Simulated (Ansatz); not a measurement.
# Moving the knobs of a GW run on LiMgBN2 (I-4m2)

Aim: change settings of a G0W0 run on LiMgBN2 (I-4m2) and see what moves.

Main program and level: Ansatz 0.2.0; G0W0 on PBE, plane waves, PAW; PAW set soft_1.

This is a report of a sequence of runs, with most program output left out.

### Step 1. Starting point

It takes space group I-4m2 (No. 119, tetragonal). The conventional cell has a = 3.819 Å, b = 3.819 Å, c = 8.887 Å, α = 90.00°, β = 90.00°, γ = 90.00°. Nearest to Li lie 4 N at 2.10 Å. Mg has 4 N at 2.10 Å nearest. Nearest to B lie 2 N at 1.34 Å. Nearest to N lie 1 B at 1.34 Å and 2 Li at 2.10 Å and 2 Mg at 2.10 Å. Farther neighbours and most contacts between anions are not listed.

Coordinates:

```
Li Mg B N
1.0
    -1.90966    1.90966    4.44352
     1.90966   -1.90966    4.44352
     1.90966    1.90966   -4.44352
Li Mg B N
1 1 1 2
Direct
  0.25000 0.75000 0.50000
  0.75000 0.25000 0.50000
  0.50000 0.50000 0.00000
  0.65126 0.65126 0.00000
  0.34874 0.34874 0.00000
```

The cell and positions are those that the Materials Project relaxed with its own functionals (PBE, PBE+U or r2SCAN), kept fixed.

### Step 2. The base run: 6×6×6 mesh, 147 empty bands, screening to 100 eV, PAW set soft_1 files

Now the one-shot GW correction: screening in the RPA, then the self-energy of the levels asked for. This step takes PAW set soft_1 files.

File input.yaml:

```yaml
crystal:
  lattice:
    - [-1.909656, 1.909656, 4.443522]
    - [1.909656, -1.909656, 4.443522]
    - [1.909656, 1.909656, -4.443522]
  atoms:
    - { symbol: Li, position: [0.25, 0.75, 0.5] }
    - { symbol: Mg, position: [0.75, 0.25, 0.5] }
    - { symbol: B, position: [0.5, 0.5, 0.0] }
    - { symbol: "N", position: [0.6512635, 0.6512635, 0.0] }
    - { symbol: "N", position: [0.3487365, 0.3487365, 0.0] }
kpoints:
  mp_grid: { grid: [6, 6, 6] }
hamiltonian:
  xc: pbe
  pseudopotentials: { kind: paw, azcp: { folder: soft_1 } }
scf:
  occupations: { method: fixed }
gw:
  n_empty_bands: 147
  ecut_chi: 100
  qp_bands: [v2, c2]
  qp_kpoints: band_edges
  screening: { model: contour_deformation }
```

The run is started by

```
ansatz run input.yaml --threads 2 --pin off --max-ram 92160MiB --backend cuda --events-out ev --progress --plain --runs-dir out --devices 1 --max-vram 13GiB
```

The job ended after 28 s (1 × NVIDIA H100 80GB HBM3 (shared by 6 runs) with 2 threads of AMD EPYC 7R13 (Zen 3), shared host; peak memory 1.3 GiB; 41 s of CPU time).

Numbers from this step:

- bands summed: 160
- RPA ε∞ on this mesh (eigenvalues): 2.630, 2.630, 3.533
- plane waves in the screening matrix: 147
- q-points in the mesh: 216
- G0W0 gap on the mesh: 4.133 eV
- k of the valence top: -0.5, -0.5, -0.5
- k of the conduction bottom: 0, 0, 0
- starting gap on the mesh: 2.603 eV
- Z at the valence top: 0.7776
- Z at the conduction bottom: 0.8388
- least direct G0W0 gap on the computed points: 5.076 eV

The gap on the mesh goes from 2.60 eV to 4.13 eV, a correction of +1.53 eV. Between the two edge states, bare exchange in place of the xc potential would open the gap by 7.39 eV, and correlation takes back 5.86 eV.

### Step 3. Variant: all filled levels at the zone centre

input.yaml: that of step 2 with these lines changed.

```diff
@@ -21,4 +21,4 @@
   ecut_chi: 100
-  qp_bands: [v2, c2]
-  qp_kpoints: band_edges
+  qp_bands: [lowest, c2]
+  qp_kpoints: [[0, 0, 0]]
   screening: { model: contour_deformation }
```

Elapsed: 31 s, on 1 × NVIDIA H100 80GB HBM3 (shared by 6 runs) with 2 threads; peak memory 1.2 GiB; 46 s of CPU time.

Absolute levels on the run's own zero. QP, by row:

```tsv
k index	band	KS (eV)	Sigma_x (eV)	Sigma_c (eV)	Vxc (eV)	Z	QP linearised (eV)	QP (eV)	source	doubts
0	1	-70.39	-61.17	12.74	-38.41	0.7768	-82.93	-80.4	root	energies_apart,sigma_c_rises
0	2	-40.45	-44.67	8.495	-28.91	0.7955	-49.08	-47.71	root	energies_apart
0	3	-37.21	-52.67	9.134	-37.19	0.7875	-44.6	-43.55	root	energies_apart
0	4	-37.12	-52.76	9.215	-37.22	0.7862	-44.5	-43.45	root	energies_apart
0	5	-37.12	-52.76	9.215	-37.22	0.7862	-44.5	-43.45	root	energies_apart
0	6	-11.23	-27.62	8.23	-17.8	0.7336	-12.7	-12.82	root	energies_apart
0	7	-10.21	-28.41	7.8	-19.03	1.122	-12.24	-11.8	root	z_outside_unit_interval,energies_apart,sigma_c_rises
0	8	-1.655	-21.79	4.457	-15.88	0.7351	-3.147	-3.101	root	
0	9	0.5973	-22.76	3.988	-17.63	0.762	-0.5686	-0.5485	root	
0	10	0.9908	-19.7	3.148	-15.35	0.7611	-0.2351	-0.2097	root	
0	11	0.9908	-19.7	3.148	-15.35	0.7611	-0.2351	-0.2097	root	
0	12	1.755	-19.79	3.062	-15.51	0.7684	0.5139	0.5367	root	
0	13	1.755	-19.79	3.062	-15.51	0.7684	0.5139	0.5367	root	
0	14	5.709	-5.369	-3.154	-9.058	0.8388	6.246	6.244	root	
0	15	9.188	-3.804	-3.672	-8.145	0.8326	9.862	9.857	root
```

Against the base:

```tsv
setting	base	variant
levels asked	v2 to c2	lowest to c2
points asked	band edges	[[0, 0, 0]]
```

### Step 4. Variant: coarser q mesh

input.yaml: that of step 3 with these lines changed.

```diff
@@ -21,4 +21,5 @@
   ecut_chi: 100
-  qp_bands: [lowest, c2]
-  qp_kpoints: [[0, 0, 0]]
+  qp_bands: [v2, c2]
+  qp_kpoints: band_edges
   screening: { model: contour_deformation }
+  q_mesh: [3, 3, 3]
```

Wall time 34 s (1 × NVIDIA H100 80GB HBM3 (shared by 6 runs) with 2 threads); peak memory 1.2 GiB; 49 s of CPU time.

Against the base:

```tsv
setting	base	variant
q mesh	-	[3, 3, 3]
```

```tsv
quantity	variant	base
starting gap on the mesh	2.603	2.603
G0W0 gap on the mesh	4.171	4.133
least direct G0W0 gap on the computed points	5.102	5.076
Z at the valence top	0.776	0.778
Z at the conduction bottom	0.836	0.839
```

### Step 5. What came out

```json
{
  "base": "4.13 eV, 28 s",
  "all filled levels at the zone centre": "direct gap at the listed points 5.71 eV, 31 s",
  "coarser q mesh": "4.17 eV, 34 s"
}
```

In words: All filled levels at the zone centre: only the listed points were computed; the least direct gap there is 5.71 eV, with levels asked and points asked changed against the base. Coarser q mesh: the gap moves by +0.04 eV; such settings are too crude to quote. All runs here use a coarse mesh and modest cutoffs; they test settings and are not final values.

[Paths, hosts, dates, memory and timing lines, banners, echoed tables and standing remarks are left out of the program output.]

[Logs are printed without paths, hosts, clocks, repeated set-up lines and the standing remarks that a program may print on its own settings, such as how far it seeks lower states.]

[Runs of the session that timed out or met a known fault of the program may be left out.]

[Cells called generated may have been cut or substituted from an entry of the Crystallography Open Database or the Materials Project.]

[Hosts, paths, dates, database ids (printed as entryN), source tags and the programs' standing remarks are cut or masked in the printed files.]
